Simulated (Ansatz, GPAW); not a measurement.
# SrCoS3 (model structure): optical spectrum from first principles, part 2 of 3

Aim: the dielectric function of SrCoS3 (model structure), and the optical constants that follow from it. The structure is a model built here, which may or may not match a known phase. It was built so: All O replaced by S in the Pm-3m structure of SrCoO3. The cell is first relaxed with Ansatz.

GPAW 26.7.0; DFT, LDA, plane-wave PAW (GPAW data sets), scalar-relativistic, RPA, optical limit.

So far: The starting structure; Relaxation.

## 3. Ground state

The self-consistent density comes first; it also tells whether there is a gap, which decides the occupations and the need for a Drude term.

This step: DFT, LDA, plane-wave PAW (GPAW data sets), scalar-relativistic, ground state (GPAW 26.7.0).

Input file gs.py:

```python
from ase import Atoms
from ase.dft.bandgap import bandgap
from gpaw import GPAW, PW, FermiDirac

atoms = Atoms(['Sr', 'Co', 'S', 'S', 'S'],
              cell=[[4.475885009900, 0.000000000000, 0.000000000000],
                    [0.000000000000, 4.475885009900, 0.000000000000],
                    [0.000000000000, 0.000000000000, 4.475885009900]],
              scaled_positions=[[1.000000000000, 0.000000000000, 0.000000000000],
                                [0.500000000000, 0.500000000000, 0.500000000000],
                                [0.500000000000, 1.000000000000, 0.500000000000],
                                [0.000000000000, 0.500000000000, 0.500000000000],
                                [0.500000000000, 0.500000000000, 1.000000000000]],
              pbc=[True, True, True])
atoms.set_initial_magnetic_moments([0.0, 2.0, 0.0, 0.0, 0.0])
atoms.calc = GPAW(mode=PW(450), xc='LDA', kpts={'size': (5, 5, 5), 'gamma': True},
                  occupations=FermiDirac(0.05), maxiter=150, txt='gs.txt')
print('energy (eV)', atoms.get_potential_energy())
print('Fermi level (eV)', atoms.calc.get_fermi_level())
print('valence electrons', atoms.calc.get_number_of_electrons())
print('gap (eV)', bandgap(atoms.calc, output=None)[0])
print('direct gap (eV)', bandgap(atoms.calc, direct=True, output=None)[0])
print('moments', atoms.get_magnetic_moments().round(3).tolist())
atoms.calc.write('gs.gpw')
```

On the command line:

```console
$ OMP_NUM_THREADS=1 python gs.py
```

Numbers of over 12 decimals in the logs are rounded to 6 here.

The log of the run:

```text
__  _  _
 | _ |_)|_||  |
 |__||  | ||/\| - 26.7.0

Versions:
  Python: 3.12.14
  ASE:    3.29.0
  Numpy:  2.5.5
  Scipy:  1.18.1
  Libxc:  7.0.0

Input parameters:
  mode=PW(ecut=450.000000),
  kpts=MonkhorstPack(size=(5, 5, 5), gamma=True),
  maxiter=150,
  occupations=Occupations(name='fermi-dirac', width=0.05, fixmagmom=False),
  xc=XC(name='LDA')

Diagonalizing LCAO Hamiltonian
Converting LCAO to pw mode
    .----------.
   /|          |
  / |          |
 *  |          |
 | S|   Co     |
 |  .----------.
 | /   SS     /
 |/          /
 Sr---------*

Atoms  # Å, Bohr magnetons
|   | symbol |        x |        y |        z |    initial magnetic moments |
| 0 |     Sr | 4.475885 | 0.000000 | 0.000000 | ( 0.0000,  0.0000,  0.0000) |
| 1 |     Co | 2.237943 | 2.237943 | 2.237943 | ( 0.0000,  0.0000,  2.0000) |
| 2 |      S | 2.237943 | 4.475885 | 2.237943 | ( 0.0000,  0.0000,  0.0000) |
| 3 |      S | 0.000000 | 2.237943 | 2.237943 | ( 0.0000,  0.0000,  0.0000) |
| 4 |      S | 2.237943 | 2.237943 | 4.475885 | ( 0.0000,  0.0000,  0.0000) |

Unit cell  # Å
| periodic |        x |        y |        z |  lengths |    angles |
|      yes | 4.475885 | 0.000000 | 0.000000 | 4.475885 | 90.000000 |
|      yes | 0.000000 | 4.475885 | 0.000000 | 4.475885 | 90.000000 |
|      yes | 0.000000 | 0.000000 | 4.475885 | 4.475885 | 90.000000 |

Number of symmetries: 48
Symmetry operations  # r_c * U_cc + t_c -> r_c
|    | kind |            matrix            |
|  0 |  E   |  1, 0, 0,  0, 1, 0,  0, 0, 1 |
|  1 |  σ   |  1, 0, 0,  0, 1, 0,  0, 0,-1 |
|  2 |  σ   |  1, 0, 0,  0, 0, 1,  0, 1, 0 |
|  3 |  C4  |  1, 0, 0,  0, 0, 1,  0,-1, 0 |
|  4 |  C4  |  1, 0, 0,  0, 0,-1,  0, 1, 0 |
|  5 |  σ   |  1, 0, 0,  0, 0,-1,  0,-1, 0 |
|  6 |  σ   |  1, 0, 0,  0,-1, 0,  0, 0, 1 |
|  7 |  C2  |  1, 0, 0,  0,-1, 0,  0, 0,-1 |
|  8 |  σ   |  0, 1, 0,  1, 0, 0,  0, 0, 1 |
|  9 |  C2  |  0, 1, 0,  1, 0, 0,  0, 0,-1 |
| 10 |  C3  |  0, 1, 0,  0, 0, 1,  1, 0, 0 |
| 11 |  S6  |  0, 1, 0,  0, 0, 1, -1, 0, 0 |
| 12 |  S6  |  0, 1, 0,  0, 0,-1,  1, 0, 0 |
| 13 |  C3  |  0, 1, 0,  0, 0,-1, -1, 0, 0 |
| 14 |  C4  |  0, 1, 0, -1, 0, 0,  0, 0, 1 |
| 15 |  S4  |  0, 1, 0, -1, 0, 0,  0, 0,-1 |
| 16 |  C3  |  0, 0, 1,  1, 0, 0,  0, 1, 0 |
| 17 |  S6  |  0, 0, 1,  1, 0, 0,  0,-1, 0 |
| 18 |  σ   |  0, 0, 1,  0, 1, 0,  1, 0, 0 |
| 19 |  C4  |  0, 0, 1,  0, 1, 0, -1, 0, 0 |
| 20 |  C2  |  0, 0, 1,  0,-1, 0,  1, 0, 0 |
| 21 |  S4  |  0, 0, 1,  0,-1, 0, -1, 0, 0 |
| 22 |  S6  |  0, 0, 1, -1, 0, 0,  0, 1, 0 |
| 23 |  C3  |  0, 0, 1, -1, 0, 0,  0,-1, 0 |
| 24 |  S6  |  0, 0,-1,  1, 0, 0,  0, 1, 0 |
| 25 |  C3  |  0, 0,-1,  1, 0, 0,  0,-1, 0 |
| 26 |  C4  |  0, 0,-1,  0, 1, 0,  1, 0, 0 |
| 27 |  σ   |  0, 0,-1,  0, 1, 0, -1, 0, 0 |
| 28 |  S4  |  0, 0,-1,  0,-1, 0,  1, 0, 0 |
| 29 |  C2  |  0, 0,-1,  0,-1, 0, -1, 0, 0 |
| 30 |  C3  |  0, 0,-1, -1, 0, 0,  0, 1, 0 |
| 31 |  S6  |  0, 0,-1, -1, 0, 0,  0,-1, 0 |
| 32 |  C4  |  0,-1, 0,  1, 0, 0,  0, 0, 1 |
| 33 |  S4  |  0,-1, 0,  1, 0, 0,  0, 0,-1 |
| 34 |  S6  |  0,-1, 0,  0, 0, 1,  1, 0, 0 |
| 35 |  C3  |  0,-1, 0,  0, 0, 1, -1, 0, 0 |
| 36 |  C3  |  0,-1, 0,  0, 0,-1,  1, 0, 0 |
| 37 |  S6  |  0,-1, 0,  0, 0,-1, -1, 0, 0 |
| 38 |  σ   |  0,-1, 0, -1, 0, 0,  0, 0, 1 |
| 39 |  C2  |  0,-1, 0, -1, 0, 0,  0, 0,-1 |
| 40 |  σ   | -1, 0, 0,  0, 1, 0,  0, 0, 1 |
| 41 |  C2  | -1, 0, 0,  0, 1, 0,  0, 0,-1 |
| 42 |  C2  | -1, 0, 0,  0, 0, 1,  0, 1, 0 |
| 43 |  S4  | -1, 0, 0,  0, 0, 1,  0,-1, 0 |
| 44 |  S4  | -1, 0, 0,  0, 0,-1,  0, 1, 0 |
| 45 |  C2  | -1, 0, 0,  0, 0,-1,  0,-1, 0 |
| 46 |  C2  | -1, 0, 0,  0,-1, 0,  0, 0, 1 |
| 47 |  i   | -1, 0, 0,  0,-1, 0,  0, 0,-1 |

BZ-sampling:
  Number of BZ points: 125
  Number of IBZ points: 10

  Monkhorst-Pack size: [5, 5, 5]
  Monkhorst-Pack shift: [0, 0, 0]

K-points  # in reciprocal-cell coordinates
|   |                                coordinates |     weight |
| 0 | (  0.00000000,   0.00000000,   0.00000000) | 0.00800000 |
| 1 | (  0.20000000,   0.00000000,   0.00000000) | 0.04800000 |
| 2 | (  0.20000000,   0.20000000,   0.00000000) | 0.09600000 |
| 3 | (  0.20000000,   0.20000000,   0.20000000) | 0.06400000 |
| 4 | (  0.40000000,   0.00000000,   0.00000000) | 0.04800000 |
| 5 | (  0.40000000,   0.20000000,   0.00000000) | 0.19200000 |
| 6 | (  0.40000000,   0.20000000,   0.20000000) | 0.19200000 |
| 7 | (  0.40000000,   0.40000000,   0.00000000) | 0.09600000 |
| 8 | (  0.40000000,   0.40000000,   0.20000000) | 0.19200000 |
| 9 | (  0.40000000,   0.40000000,   0.40000000) | 0.06400000 |

Plane wave coefficients: 1959
Cutoff: 450.000000 eV

Spin-components: 2 (collinear spins)
Bands:           26
Projectors:      26
Spin-degeneracy: 1
Datatype:        complex128

Parallelization:
  kpt:    1
  domain: 1
  band:   1

Density:
  Valence electrons: 37.0
  Components: 2
  Grid points: [24 24 24]
  Charge: 0.0  # |e|

Potential:
  Grid points: [24 24 24]

species:
  Sr:
    name:    Strontium
    id:
    Z:       38.0
    valence: 10
    core:    28
    charge:  0.0  # [|e|]
    compensation charges:
      type: gauss
      rc: 0.40  # [Å]
      lmax: 2
    cutoffs:
      filter: 2.39  # [Å]
      core: 1.85  # [Å]
    projectors
    | kind |    occ | energy [eV] | rcut [Å] |
    |   4s |  2.000 |     -40.901 |    1.291 |
    |   5s |  2.000 |      -3.641 |    1.291 |
    |   4p |  6.000 |     -22.864 |    1.291 |
    |    p |        |       4.348 |    1.291 |
    |    d |        |       0.000 |    1.254 |

    Using partial waves for Sr as LCAO basis

  Co:
    name:    Cobalt
    id:
    Z:       27.0
    valence: 9
    core:    18
    charge:  0.0  # [|e|]
    compensation charges:
      type: gauss
      rc: 0.32  # [Å]
      lmax: 2
    cutoffs:
      filter: 1.87  # [Å]
      core: 2.55  # [Å]
    projectors
    | kind |    occ | energy [eV] | rcut [Å] |
    |   4s |  2.000 |      -5.672 |    1.005 |
    |   4p |  0.000 |      -1.387 |    1.058 |
    |   3d |  7.000 |      -8.461 |    1.005 |
    |    s |        |      21.539 |    1.005 |
    |    p |        |      25.825 |    1.058 |
    |    d |        |      18.750 |    1.005 |

    Using partial waves for Co as LCAO basis

  S:
    name:    Sulfur
    id:
    Z:       16.0
    valence: 6
    core:    10
    charge:  0.0  # [|e|]
    compensation charges:
      type: gauss
      rc: 0.24  # [Å]
      lmax: 2
    cutoffs:
      filter: 1.77  # [Å]
      core: 1.66  # [Å]
    projectors
    | kind |    occ | energy [eV] | rcut [Å] |
    |   3s |  2.000 |     -17.278 |    0.974 |
    |   3p |  4.000 |      -7.106 |    0.979 |
    |    s |        |       9.933 |    0.974 |
    |    p |        |      20.105 |    0.979 |
    |    d |        |       0.000 |    0.900 |

    Using partial waves for S as LCAO basis

Reference energy: -156708.753598  # eV

eigensolver:
  PPCG
  Converge bands: occupied
  niter=2

density mixing:
  MSR1-Mixer
  Pratt-step length: 0.05
  Maximum mixing coefficient: 0.75
  Old densities: 10
  SVD Regularization: 0.005
  Good broyden scale: 1.0
  Trust region scale: 1.0
  Backstep threshold: 4.0
  History deletion threshold: 6.0
  Fourier metric: weight=20.0, sigma=0.015

occupation numbers:
  Fermi-Dirac:
    width: 0.0500  # eV

poisson solver:
  ecut: 3600.000000  # eV

xc functional:
  name: None

convergence criteria:
- Maximum [total energy] change in last 3 cyles: 0.0005 eV / valence electron
- Maximum integral of absolute [dens]ity change: 0.0001 electrons / valence electron
- Maximum integral of absolute [eigenst]ate change: 4e-08 eV^2 / valence electron
maximum number of iterations: 150

SCF iterations
|iter     |      energy | eigst |  dens |  magmom |
|iter:   1||  -29.242725 | +0.52 |       |  +2.0042|
|iter:   2||  -29.142264 | -0.58 | -1.07 |  +1.9604|
|iter:   3||  -29.137836 | -2.69 | -1.24 |  +1.9219|
|iter:   4||  -29.136764c| -2.09 | -1.27 |  +1.7472|
|iter:   5||  -29.187641 | -2.78 | -1.47 |  +1.6256|
|iter:   6||  -29.215126 | -2.37 | -1.59 |  +1.4659|
|iter:   7||  -29.218241 | -3.10 | -1.80 |  +1.4772|
|iter:   8||  -29.221793c| -3.70 | -2.17 |  +1.5197|
|iter:   9||  -29.223304c| -4.33 | -2.34 |  +1.5927|
|iter:  10||  -29.223749c| -5.09 | -2.81 |  +1.6222|
|iter:  11||  -29.223841c| -6.17 | -3.43 |  +1.6306|
|iter:  12||  -29.223881c| -7.04 | -4.00 |  +1.6345|
|iter:  13||  -29.223897c| -7.53c| -4.41c|  +1.6357|

Converged in 13 steps
SCF loop duration: 20.159 s (1.551 s/step)
Energy contributions relative to reference atoms: (reference = -156708.753598)

Energy contributions:
  Kinetic:          35.809066
  Coulomb:         -29.082666
  Zero:              0.052508
  External:          0.000000
  Xc:              -35.972836
  Entropy:          -0.059938
  Spinorbit:         0.000000
  ----------------------------
  Free energy:     -29.253866
  Extrapolated:    -29.223897

dipole moment: (-31.872927, -31.872927, -31.872927)  # |e|*Ang

Total magnetic moment: (0.000000, 0.000000, 1.635710)

Local magnetic moments
|        x |        y |        z |
| 0.000000 | 0.000000 | 0.010308 |  # Sr   0
| 0.000000 | 0.000000 | 0.880876 |  # Co   1
| 0.000000 | 0.000000 | 0.136927 |  # S    2
| 0.000000 | 0.000000 | 0.136927 |  # S    3
| 0.000000 | 0.000000 | 0.136927 |  # S    4

Fermi level: 7.159
Eigenvalues  # (at kpt = [0.000, 0.000, 0.000])
| band index |      eig [eV] | occ [0-1] |      eig [eV] | occ [0-1] |
|          0 |       -27.114 |     1.000 |       -27.103 |     1.000 |
|        ... |               |           |               |           |
|         12 |         4.813 |     1.000 |         5.615 |     1.000 |
|         13 |         5.729 |     1.000 |         5.985 |     1.000 |
|         14 |         5.729 |     1.000 |         5.985 |     1.000 |
|         15 |         5.748 |     1.000 |         5.985 |     1.000 |
|         16 |         5.748 |     1.000 |         6.389 |     1.000 |
|         17 |         5.748 |     1.000 |         6.389 |     1.000 |
|         18 |         6.994 |     0.965 |         7.188 |     0.362 |
|         19 |         6.994 |     0.965 |         7.188 |     0.362 |
|         20 |         6.994 |     0.965 |         7.188 |     0.362 |
|         21 |         9.313 |     0.000 |         9.459 |     0.000 |
|         22 |        10.128 |     0.000 |        10.224 |     0.000 |
|         23 |        10.128 |     0.000 |        10.224 |     0.000 |
|         24 |        11.299 |     0.000 |        11.450 |     0.000 |
|         25 |        13.399 |     0.000 |        11.450 |     0.000 |

No gap
No difference between direct/indirect transitions

--- standard output ---
energy (eV) -29.223897
Fermi level (eV) 7.159288
valence electrons 37.0
gap (eV) 0.0
direct gap (eV) 0.0
moments [0.01, 0.881, 0.137, 0.137, 0.137]
```

Run time: 22 s. Hardware: 1 thread of Arm Neoverse V2, shared host; peak memory 0.17 GiB.

Numbers from this step:

```
energy       : -29.22 eV
Fermi energy : 7.159 eV
electrons    : 37
site moments : 0.01, 0.881, 0.137, 0.137, 0.137 μB
```

There are states at the Fermi level within the smearing, so the occupations stay smeared and the carriers get a Drude term.

## 4. Bands for the response

At the fixed density, many empty bands are solved on the mesh of the response, since the spectrum sums over them.

This step: DFT, LDA, plane-wave PAW (GPAW data sets), scalar-relativistic, bands at fixed density (GPAW 26.7.0).

Input file nscf.py:

```python
from ase.dft.bandgap import bandgap
from gpaw import GPAW, FermiDirac

calc = GPAW('gs.gpw').fixed_density(kpts={'size': (8, 8, 8), 'gamma': True}, nbands=56, convergence={'bands': 50},
                                    occupations=FermiDirac(0.05), txt='nscf.txt')
print('gap (eV)', bandgap(calc, output=None)[0])
print('direct gap (eV)', bandgap(calc, direct=True, output=None)[0])
print('top band over the Fermi level (eV)', min(calc.get_eigenvalues(kpt=k)[49] for k in range(len(calc.get_ibz_k_points()))) - calc.get_fermi_level())
calc.write('full.gpw', mode='all')
```

On the command line:

```console
$ OMP_NUM_THREADS=1 python nscf.py
```

The log of the run:

```text
Diagonalizing LCAO Hamiltonian
Converting LCAO to pw mode
convergence criteria:
- Maximum integral of absolute [eigenst]ate change: 4e-08 eV^2 / valence electron
maximum number of iterations: 150

SCF iterations
|iter     |      energy | eigst |  dens |  magmom |
|iter:   1||             | +3.30 |       |  +1.6357|
|iter:   2||             | +2.13 |       |  +1.6357|
|iter:   3||             | +1.23 |       |  +1.6357|
|iter:   4||             | +0.22 |       |  +1.6357|
|iter:   5||             | -0.51 |       |  +1.6357|
|iter:   6||             | -1.26 |       |  +1.6357|
|iter:   7||             | -1.85 |       |  +1.6357|
|iter:   8||             | -2.48 |       |  +1.6357|
|iter:   9||             | -3.00 |       |  +1.6357|
|iter:  10||             | -3.54 |       |  +1.6357|
|iter:  11||             | -4.03 |       |  +1.6357|
|iter:  12||             | -4.50 |       |  +1.6357|
|iter:  13||             | -4.96 |       |  +1.6357|
|iter:  14||             | -5.40 |       |  +1.6357|
|iter:  15||             | -5.85 |       |  +1.6357|
|iter:  16||             | -6.27 |       |  +1.6357|
|iter:  17||             | -6.69 |       |  +1.6357|
|iter:  18||             | -7.08 |       |  +1.6357|
|iter:  19||             | -7.29 |       |  +1.6357|
|iter:  20||             | -7.51c|       |  +1.6357|
SCF steps: 20
  __  _  _
 | _ |_)|_||  |
 |__||  | ||/\| - 26.7.0

Versions:
  Python: 3.12.14
  ASE:    3.29.0
  Numpy:  2.5.5
  Scipy:  1.18.1
  Libxc:  7.0.0

Input parameters:
  mode=PW(ecut=450.000000),
  convergence={'bands': 50},
  gpts=array([24, 24, 24]),
  kpts=MonkhorstPack(size=(8, 8, 8), gamma=True),
  maxiter=150,
  nbands=56,
  occupations=Occupations(name='fermi-dirac', width=0.05, fixmagmom=False),
  parallel={},
  xc=XC(name='LDA')

--- standard output ---
gap (eV) 0.0
direct gap (eV) 0.0
top band over the Fermi level (eV) 19.356952
```

Wall time 3.5 min (1 thread); peak memory 0.31 GiB.

(Part 2 of 3 ends here.)

[Machine, clock and banner lines and Python warnings are left out of the logs.]

[Logs are printed without paths, hosts, clocks, repeated set-up lines and the standing remarks that a program may print on its own settings, such as how far it seeks lower states.]

[Hosts, paths, dates, database ids (printed as entryN), source tags and the programs' standing remarks are cut or masked in the printed files.]
